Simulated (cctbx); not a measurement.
# Lattice, Laue class and space group of a new crystal

Cell: a = 7.2290 Å, b = 7.2290 Å, c = 3.8400 Å, α = 90.00°, β = 90.00°, γ = 90.00°. Expected content of the cell: Eu2 Ni8 B8.

Simulated single-crystal data (cctbx): Mo Kα, λ = 0.71073 Å, to d = 0.65 Å, 50 % of the full sphere, strongest reflection 5000 counts, noise from counting, a 6 % proportional error and a noise floor of 8 counts (s.d.); no absorption.

Tests on the unmerged data give:

```text
1538 reflections to d = 0.651 A
centring   violations  <I/sigma> of those
    A        498 of   767      7.5
    B        490 of   767      7.4
    C        476 of   790      6.9
    I        327 of   792      4.1
    R        679 of  1046      7.4
    F        732 of  1162      7.2
Laue class    unique    Rint  (classes that these axes allow; Friedel mates merged)
P -1             1154   0.051
P 1 2/m 1         745   0.400
P 1 1 2/m         775   0.057
P 2/m 1 1         749   0.400
P m m m           466   0.413
P 4/m             424   0.062
P 4/m m m         263   0.437
space group    extra absences  I>4sigma  <I/sigma>
P 4                     0          0         -  acentric
P 42                    3          0       0.2  acentric
P -4                    0          0         -  acentric
P 4/m                   0          0         -  centric
P 42/m                  3          0       0.2  centric
P 4/n :1               94          0      -0.2  centric
P 4/n :2               94          0      -0.2  centric
P 42/n :1              97          0      -0.2  centric
P 42/n :2              97          0      -0.2  centric
Wilson B = 0.18 A^2   <|E^2-1|> = 0.821 (0.968 centric, 0.736 acentric)   E^2>4: 3.2 %
shell (A)         n   <I/sigma>
 7.23 - 1.30     58     13.9
 1.30 - 1.03     55     16.1
 1.03 - 0.90     47     11.6
 0.90 - 0.82     59     12.6
 0.82 - 0.76     53      9.8
 0.76 - 0.72     51     12.7
 0.72 - 0.68     46     10.7
 0.68 - 0.65     55     10.4
```

Q: Read the symmetry from these tables.

Every centring test has many violations, so the lattice is primitive.

Rint stays low (0.051 to 0.062) up to P 4/m and is 0.400 or more in the other classes.

9 settings pass the absence test. The most absences obeyed, 97, belong to P 42/n alone.

⟨|E²−1|⟩ = 0.821 lies between the two ideal values. The Wilson B of 0.18 Å² means U ≈ 0.0023 Å².

The true group is P4_2/n (no. 86, origin choice 1), Laue class 4/m, centrosymmetric. The tables fix it.

The model is made up (kin elements in a known structure type, no relaxation), so it says nothing on whether the phase exists.

[Logs are printed without paths, hosts, clocks, repeated set-up lines and the standing remarks that a program may print on its own settings, such as how far it seeks lower states.]
